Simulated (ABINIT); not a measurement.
# TlSnH3 (Pm-3m): zone-centre phonons, part 2 of 3

Which modes does TlSnH3 (Pm-3m) have at the zone centre?

ABINIT 10.8.3; DFT LDA, scalar-relativistic, plane waves, HGH norm-conserving pseudopotentials.

So far. Step 5 (Relaxation): The volume changes by -0.5 % in this run and stands -38.4 % from the first cell. Step 6 (Ground state): The cell stands at -0.40 GPa: the relaxation ran with a smoothed and higher cutoff, and the difference is a stress of the finite basis. The relaxed cell has a = 4.087 Å (conventional setting).

The structure was built from a prototype and need not be the compound's stable phase.

## (7) Zone-centre response

At q = 0 one unit cell holds all displacements. The response is solved for single atoms along the cell's directions, and symmetry skips those that follow from others. The crystal is treated as a metal, which screens a static field, so no field response is asked.

Contents of dfpt_gamma.abi:

```

# common to the responses
getwfk_filepath "gso_WFK"
kptopt 2
nqpt 1
qpt 0.0 0.0 0.0
asr 0
chneut 0

# displacements
rfphon 1
rfatpol 1 5
rfdir 1 1 1
tolvrs 1.0d-10
prtwf 0

# basis, mesh and filling
ecut 35.0
ixc 7
ngkpt 6 6 6
nshiftk 1
shiftk 0.0 0.0 0.0
istwfk *1
occopt 6
tsmear 0.01
nband 11
nstep 100
diemac 1000000.0
prtebands 0
prtgsr 0

# cell and atoms
acell 3*1.0 Angstrom
rprim 
    4.086668699 0.0 0.0
    0.0 4.086668699 0.0
    0.0 0.0 4.086668699
ntypat 3
znucl 81 50 1
natom 5
typat 1 2 3 3 3
xred 
    0.0 0.0 0.0
    0.5 0.5 0.5
    0.5 0.5 0.0
    0.5 0.0 0.5
    0.0 0.5 0.5
pp_dirpath "./pseudo"
pseudos "Tl.hgh, Sn.hgh, H.hgh"
```

Launch:

```sh
$ OMP_NUM_THREADS=1 mpirun -n 2 abinit dfpt_gamma.abi > dfpt_gamma.log
```

Numbers of over 12 decimals in the logs are rounded to 6 here.

dfpt_gamma.abo, the main output file:

```text
[banners, grids, parts of the stress and lines that vanish by symmetry left out]
- input  file    -> dfpt_gamma.abi
- output file    -> dfpt_gamma.abo
- root for input  files -> dfpt_gammai
- root for output files -> dfpt_gammao

 Symmetries : space group Pm -3 m (#221); Bravais cP (primitive cubic)
================================================================================
 Values of the parameters that define the memory need of the present run (RF).
     intxc =       0      iscf =       7    lmnmax =       6     lnmax =       6
     mgfft =      45  mpssoang =       3    mqgrid =    3001     natom =       5
  nloc_mem =       1    nspden =       1   nspinor =       1    nsppol =       1
      nsym =      48    n1xccc =       0    ntypat =       3    occopt =       6
   xclevel =       1
-    mband =          11        mffmem =           1         mkmem =          56
-   mkqmem =          56        mk1mem =          56           mpw =        4632
      nfft =       91125          nkpt =         112
- my_mband =          11
================================================================================
================================================================================

--------------------------------------------------------------------------------
------------- Echo of variables that govern the present computation ------------
--------------------------------------------------------------------------------
-
- outvars: echo of selected default values
-   iomode0 =  0 , fftalg0 =312 , wfoptalg0 =  0
-
- outvars: echo of global parameters not present in the input file
-  max_nthreads =    1
-
 -outvars: echo values of preprocessed input variables
 [... echo left out ...]
================================================================================

 chkinp: Checking input parameters for consistency.

[...]
== DATASET  1 ==================================================================
-   mpi_nproc: 2, omp_nthreads: 1 (-1 if OMP is not activated)

--- !DatasetInfo
iteration_state: {dtset: 1, }
dimensions: {natom: 5, nkpt: 112, mband: 11, nsppol: 1, nspinor: 1, nspden: 1, mpw: 4632, }
cutoff_energies: {ecut:  35.0, pawecutdg:  -1.0, }
electrons: {nelect:   1.00000000E+01, charge:   0.00000000E+00, occopt:   6.00000000E+00, tsmear:   1.00000000E-02, }
meta: {optdriver: 1, rfphon: 1, }
...

 mkfilename: getwfk from: gso_WFK

 Exchange-correlation functional for the present dataset will be:
  LDA: Perdew-Wang 92 LSD fit to Ceperley-Alder data - ixc=7
 Citation for XC functional:
  J.P.Perdew and Y.Wang, PRB 45, 13244 (1992)

 Real(R)+Recip(G) space primitive vectors, cartesian coordinates (Bohr,Bohr^-1):
 R(1)=  7.7226846  0.0000000  0.0000000  G(1)=  0.1294886  0.0000000  0.0000000
 R(2)=  0.0000000  7.7226846  0.0000000  G(2)=  0.0000000  0.1294886  0.0000000
 R(3)=  0.0000000  0.0000000  7.7226846  G(3)=  0.0000000  0.0000000  0.1294886
 Unit cell volume ucvol=  4.6057981E+02 bohr^3
 Angles (23,13,12)=  9.00000000E+01  9.00000000E+01  9.00000000E+01 degrees
 setup1 : take into account q-point for computing boxcut.

 getcut: wavevector=  0.0000  0.0000  0.0000  ngfft=  45  45  45
         ecut(hartree)=     35.000   => boxcut(ratio)=   2.13937

--- Pseudopotential description ------------------------------------------------
- pspini: atom type   1  psp file is ./pseudo/Tl.hgh

- pspini: atom type   2  psp file is ./pseudo/Sn.hgh

- pspini: atom type   3  psp file is ./pseudo/H.hgh

   2.78911284E+02                                ecore*ucvol(ha*bohr**3)
--------------------------------------------------------------------------------

 ==>  initialize data related to q vector <==

 The list of irreducible perturbations for this q vector is:
    1)    idir= 1    ipert=   1
    2)    idir= 1    ipert=   2
    3)    idir= 1    ipert=   3
    4)    idir= 3    ipert=   3

[...]
The perturbation idir=   2  ipert=   1 is
 symmetric of a previously calculated perturbation.
 So, its SCF calculation is not needed.

 The perturbation idir=   3  ipert=   1 is
 symmetric of a previously calculated perturbation.
 So, its SCF calculation is not needed.

 The perturbation idir=   2  ipert=   2 is
 symmetric of a previously calculated perturbation.
 So, its SCF calculation is not needed.

 The perturbation idir=   3  ipert=   2 is
 symmetric of a previously calculated perturbation.
 So, its SCF calculation is not needed.

[...]
The perturbation idir=   2  ipert=   5 is
 symmetric of a previously calculated perturbation.
 So, its SCF calculation is not needed.

 The perturbation idir=   3  ipert=   5 is
 symmetric of a previously calculated perturbation.
 So, its SCF calculation is not needed.

--------------------------------------------------------------------------------
 Perturbation wavevector (in red.coord.)   0.000000  0.000000  0.000000
 Perturbation : displacement of atom   1   along direction   1
 Found     8 symmetries that leave the perturbation invariant.

[...]
dfpt_looppert : total number of electrons, from k and k+q
  fully or partially occupied states are    1.000000E+01 and    1.000000E+01.
 Initialisation of the first-order wave-functions :
  ireadwf=   0

--- !BeginCycle
iteration_state: {dtset: 1, }
solver: {iscf: 7, nstep: 100, nline: 4, wfoptalg: 0, }
tolerances: {tolvrs: 1.00E-10, }
...

     iter   2DEtotal(Ha)        deltaE(Ha) residm    vres2
-ETOT  1   4.656763     -2.508E+01 1.577E-01 2.343E+04
 ETOT  2  0.877758     -3.779E+00 1.767E-03 8.057E+02
 ETOT  3  0.748226     -1.295E-01 1.504E-04 3.492E+00
 ETOT  4  0.747726     -5.009E-04 9.927E-07 4.009E-02
 ETOT  5  0.747721     -4.927E-06 1.182E-08 8.595E-05
[...]
At SCF step    9       vres2   =  9.76E-12 < tolvrs=  1.00E-10 =>converged.
[...]
Mean square residual over all n,k,spin=   64.182E-19; max=  85.880E-18

 Thirteen components of 2nd-order total energy (hartree) are
 1,2,3: 0th-order hamiltonian combined with 1st-order wavefunctions
     kin0=   3.39387425E+01 eigvalue=   1.28855426E+00  local=  -1.90139011E+01
 4,5,6: 1st-order hamiltonian combined with 1st and 0th-order wfs
 loc psp =   2.39343755E+00  Hartree=   5.10233279E+00     xc=  -3.65342458E+00
 note that "loc psp" includes a xc core correction that could be resolved
 7,8,9: eventually, occupation + non-local contributions
    edocc=   4.67035529E+00     enl0=   6.66076860E+00   enl1=  -6.03802931E+01
 1-9 gives the relaxation energy (to be shifted if some occ is /=2.0)
   erelax=  -2.89934278E+01
 10,11,12 Non-relaxation  contributions : frozen-wavefunctions and Ewald
 fr.local=  -1.11281303E+01 fr.nonlo=   2.94788623E+01  Ewald=   1.13904165E+01
 13,14 Frozen wf xc core corrections (1) and (2)
 frxc 1  =   0.00000000E+00  frxc 2 =   0.00000000E+00
 Resulting in :
 2DEtotal=    0.7477206502E+00 Ha. Also 2DEtotal=    0.203465154175E+02 eV
    (2DErelax=   -2.8993427819E+01 Ha. 2DEnonrelax=    2.9741148469E+01 Ha)
    (  non-var. 2DEtotal :    7.4772068031E-01 Ha)

[...]
Perturbation wavevector (in red.coord.)   0.000000  0.000000  0.000000
 Perturbation : displacement of atom   2   along direction   1
 Found     8 symmetries that leave the perturbation invariant.

[...]
dfpt_looppert : total number of electrons, from k and k+q
  fully or partially occupied states are    1.000000E+01 and    1.000000E+01.
 Initialisation of the first-order wave-functions :
  ireadwf=   0

--- !BeginCycle
iteration_state: {dtset: 1, }
solver: {iscf: 7, nstep: 100, nline: 4, wfoptalg: 0, }
tolerances: {tolvrs: 1.00E-10, }
...

     iter   2DEtotal(Ha)        deltaE(Ha) residm    vres2
-ETOT  1   10.695331398521     -5.960E+01 6.746E-01 5.901E+04
[...]
At SCF step    9       vres2   =  1.44E-11 < tolvrs=  1.00E-10 =>converged.
[...]
Mean square residual over all n,k,spin=   90.451E-19; max=  20.574E-17

 Thirteen components of 2nd-order total energy (hartree) are
 1,2,3: 0th-order hamiltonian combined with 1st-order wavefunctions
     kin0=   5.75357347E+01 eigvalue=   2.44687159E+00  local=  -1.49493994E+01
 4,5,6: 1st-order hamiltonian combined with 1st and 0th-order wfs
 loc psp =  -5.66991663E+01  Hartree=   1.20600454E+01     xc=  -7.00086200E+00
 note that "loc psp" includes a xc core correction that could be resolved
 7,8,9: eventually, occupation + non-local contributions
    edocc=   8.29955494E+00     enl0=   1.15728152E+01   enl1=  -8.32303544E+01
 1-9 gives the relaxation energy (to be shifted if some occ is /=2.0)
   erelax=  -6.99647604E+01
 10,11,12 Non-relaxation  contributions : frozen-wavefunctions and Ewald
 fr.local=   1.84813433E+01 fr.nonlo=   3.87981041E+01  Ewald=   1.30176189E+01
 13,14 Frozen wf xc core corrections (1) and (2)
 frxc 1  =   0.00000000E+00  frxc 2 =   0.00000000E+00
 Resulting in :
 2DEtotal=    0.3323059902E+00 Ha. Also 2DEtotal=    0.904250665195E+01 eV
    (2DErelax=   -6.9964760355E+01 Ha. 2DEnonrelax=    7.0297066345E+01 Ha)
    (  non-var. 2DEtotal :    3.3230596642E-01 Ha)

[...]
Perturbation wavevector (in red.coord.)   0.000000  0.000000  0.000000
 Perturbation : displacement of atom   3   along direction   1
 Found     4 symmetries that leave the perturbation invariant.

[...]
dfpt_looppert : total number of electrons, from k and k+q
  fully or partially occupied states are    1.000000E+01 and    1.000000E+01.
 Initialisation of the first-order wave-functions :
  ireadwf=   0

--- !BeginCycle
iteration_state: {dtset: 1, }
solver: {iscf: 7, nstep: 100, nline: 4, wfoptalg: 0, }
tolerances: {tolvrs: 1.00E-10, }
...

     iter   2DEtotal(Ha)        deltaE(Ha) residm    vres2
-ETOT  1   3.804926     -5.659E+01 7.627E-01 1.994E+04
[...]
At SCF step    9       vres2   =  6.17E-12 < tolvrs=  1.00E-10 =>converged.
[...]
Mean square residual over all n,k,spin=   58.445E-18; max=  10.601E-16

 Thirteen components of 2nd-order total energy (hartree) are
 1,2,3: 0th-order hamiltonian combined with 1st-order wavefunctions
     kin0=   6.60428317E+01 eigvalue=   1.61720523E+00  local=  -1.56231152E+01
 4,5,6: 1st-order hamiltonian combined with 1st and 0th-order wfs
 loc psp =  -1.20328602E+02  Hartree=   1.15662673E+01     xc=  -7.13562510E+00
 note that "loc psp" includes a xc core correction that could be resolved
 7,8,9: eventually, occupation + non-local contributions
    edocc=   3.45070788E+00     enl0=   2.46029277E-01   enl1=   0.00000000E+00
 1-9 gives the relaxation energy (to be shifted if some occ is /=2.0)
   erelax=  -6.01643009E+01
 10,11,12 Non-relaxation  contributions : frozen-wavefunctions and Ewald
 fr.local=   6.21810483E+01 fr.nonlo=   0.00000000E+00  Ewald=  -1.78658577E+00
 13,14 Frozen wf xc core corrections (1) and (2)
 frxc 1  =   0.00000000E+00  frxc 2 =   0.00000000E+00
 Resulting in :
 2DEtotal=    0.2301615493E+00 Ha. Also 2DEtotal=    0.626301481784E+01 eV
    (2DErelax=   -6.0164300928E+01 Ha. 2DEnonrelax=    6.0394462478E+01 Ha)
    (  non-var. 2DEtotal :    2.3016150105E-01 Ha)

[...]
Perturbation wavevector (in red.coord.)   0.000000  0.000000  0.000000
 Perturbation : displacement of atom   3   along direction   3
 Found     8 symmetries that leave the perturbation invariant.

--------------------------------------------------------------------------------

--------------------------------------------------------------------------------

 dfpt_looppert : total number of electrons, from k and k+q
  fully or partially occupied states are    1.000000E+01 and    1.000000E+01.
 Initialisation of the first-order wave-functions :
  ireadwf=   0

--- !BeginCycle
iteration_state: {dtset: 1, }
solver: {iscf: 7, nstep: 100, nline: 4, wfoptalg: 0, }
tolerances: {tolvrs: 1.00E-10, }
...

     iter   2DEtotal(Ha)        deltaE(Ha) residm    vres2
-ETOT  1   5.364788     -5.954E+01 5.738E-01 2.784E+04
[...]
ETOT  7 -0.519838     -1.021E-10 3.009E-12 2.887E-09
 ETOT  8 -0.519838      2.487E-12 8.907E-15 2.782E-11

 At SCF step    8       vres2   =  2.78E-11 < tolvrs=  1.00E-10 =>converged.
[...]
Mean square residual over all n,k,spin=   17.220E-17; max=  89.066E-16

 Thirteen components of 2nd-order total energy (hartree) are
 1,2,3: 0th-order hamiltonian combined with 1st-order wavefunctions
     kin0=   6.41496893E+01 eigvalue=   1.46645260E+00  local=  -1.54115281E+01
 4,5,6: 1st-order hamiltonian combined with 1st and 0th-order wfs
 loc psp =  -1.30845533E+02  Hartree=   1.46059268E+01     xc=  -8.69056905E+00
 note that "loc psp" includes a xc core correction that could be resolved
 7,8,9: eventually, occupation + non-local contributions
    edocc=   8.89830980E+00     enl0=   4.04485094E-01   enl1=   0.00000000E+00
 1-9 gives the relaxation energy (to be shifted if some occ is /=2.0)
   erelax=  -6.54227663E+01
 10,11,12 Non-relaxation  contributions : frozen-wavefunctions and Ewald
 fr.local=   4.66849351E+01 fr.nonlo=   0.00000000E+00  Ewald=   1.82179928E+01
 13,14 Frozen wf xc core corrections (1) and (2)
 frxc 1  =   0.00000000E+00  frxc 2 =   0.00000000E+00
 Resulting in :
 2DEtotal=   -0.5198384747E+00 Ha. Also 2DEtotal=   -0.141455255216E+02 eV
    (2DErelax=   -6.5422766325E+01 Ha. 2DEnonrelax=    6.4902927850E+01 Ha)
    (  non-var. 2DEtotal :   -5.1983852042E-01 Ha)

[...]
---- first-order wavefunction calculations are completed ----

 ==> Compute Derivative Database <==

 [... matrices left out ...]
  Phonon wavevector (reduced coordinates) :  0.00000  0.00000  0.00000
 Phonon energies in Hartree :
  -2.222238E-03 -2.222238E-03 -2.222238E-03  1.939171E-06  1.939173E-06
   1.939176E-06  3.005181E-04  3.005181E-04  3.005181E-04  1.417243E-03
   1.417243E-03  1.417243E-03  1.534837E-03  1.534837E-03  1.534837E-03
 Phonon frequencies in cm-1    :
- -4.877249E+02 -4.877249E+02 -4.877249E+02  4.255989E-01  4.255992E-01
-  4.256000E-01  6.595611E+01  6.595611E+01  6.595611E+01  3.110488E+02
-  3.110488E+02  3.110488E+02  3.368578E+02  3.368578E+02  3.368578E+02

== END DATASET(S) ==============================================================
================================================================================

 -outvars: echo values of variables after computation
            acell      1.8897261259E+00  1.8897261259E+00  1.8897261259E+00 Bohr
           etotal     -5.1983847474E-01
            fcart      0.0000000000E+00  0.0000000000E+00  0.0000000000E+00
           strten      0.0000000000E+00  0.0000000000E+00  0.0000000000E+00
================================================================================
```

Elapsed: 2 min, on 2 MPI ranks of Arm Neoverse V1, shared host; 4 min of CPU time.

This step gave:

```yaml
largest_acoustic_frequency_at_the_zone_centre_before_the_sum_rule: 0.43 cm⁻¹
highest_optical_zone_centre_mode_no_lo_to_term: 336.9 cm⁻¹
lowest_optical_zone_centre_mode: -487.7 cm⁻¹
```

The acoustic modes at Γ come out as far as 0.4 cm⁻¹ from zero, where they should vanish, a small numerical error. The lowest optical mode is imaginary, 488i cm⁻¹, an instability at this level and on this k mesh.

[end of part 2 of 3]

[Host names and launcher messages were left out of these logs when they were recorded.]

[Logs are printed without paths, hosts, clocks, repeated set-up lines and the standing remarks that a program may print on its own settings, such as how far it seeks lower states.]

[Hosts, paths, dates, database ids (printed as entryN), source tags and the programs' standing remarks are cut or masked in the printed files.]
